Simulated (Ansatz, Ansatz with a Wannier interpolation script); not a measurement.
Planning a run of Ansatz 0.2.0 on As (buckled honeycomb monolayer). The input:

```yaml
crystal:
  lattice:
    - [3.5443795165, 0.0, 0.0]
    - [-1.7721897582, 3.0695227019, 0.0]
    - [0.0, 0.0, 26.0]
  atoms:
    - { symbol: As, position: [0.3333333333, 0.6666666667, 0.4732891036] }
    - { symbol: As, position: [0.6666666667, 0.3333333333, 0.5267108964] }
  periodic: [true, true, false]
kpoints:
  mp_grid: { grid: [12, 12, 1] }
hamiltonian:
  xc: pbesol
scf:
  occupations: { method: fixed }
gw:
  n_empty_bands: 459
  ecut_chi: 80.0
  qp_bands: [v3, c2]
  screening: { model: contour_deformation }
```

```sh
ansatz run input.yaml --threads 12 --pin off --max-ram 27648MiB --backend cpu --events-out ev --progress --plain --runs-dir out
```

Q: How long will it take on 12 threads of Arm Neoverse V2, shared host, and how much memory?

It took 11 min; on shared hardware allow 5.3 min to 21 min. Peak host memory was 6.2 GiB. The sizes that set the cost: 5469 plane waves a state, 19 irreducible k points, 474 bands summed, 487 plane waves in the screening and 6 SCF cycles.

The screening grows as filled bands × empty bands × pairs of k points, times the square of the screening basis for the matrix.

[Paths, hosts, dates, memory and timing lines, banners, echoed tables and standing remarks are left out of the program output.]

[Logs are printed without paths, hosts, clocks, repeated set-up lines and the standing remarks that a program may print on its own settings, such as how far it seeks lower states.]

[Runs of the session that timed out or met a known fault of the program may be left out.]

[Hosts, paths, dates, database ids (printed as entryN), source tags and the programs' standing remarks are cut or masked in the printed files.]
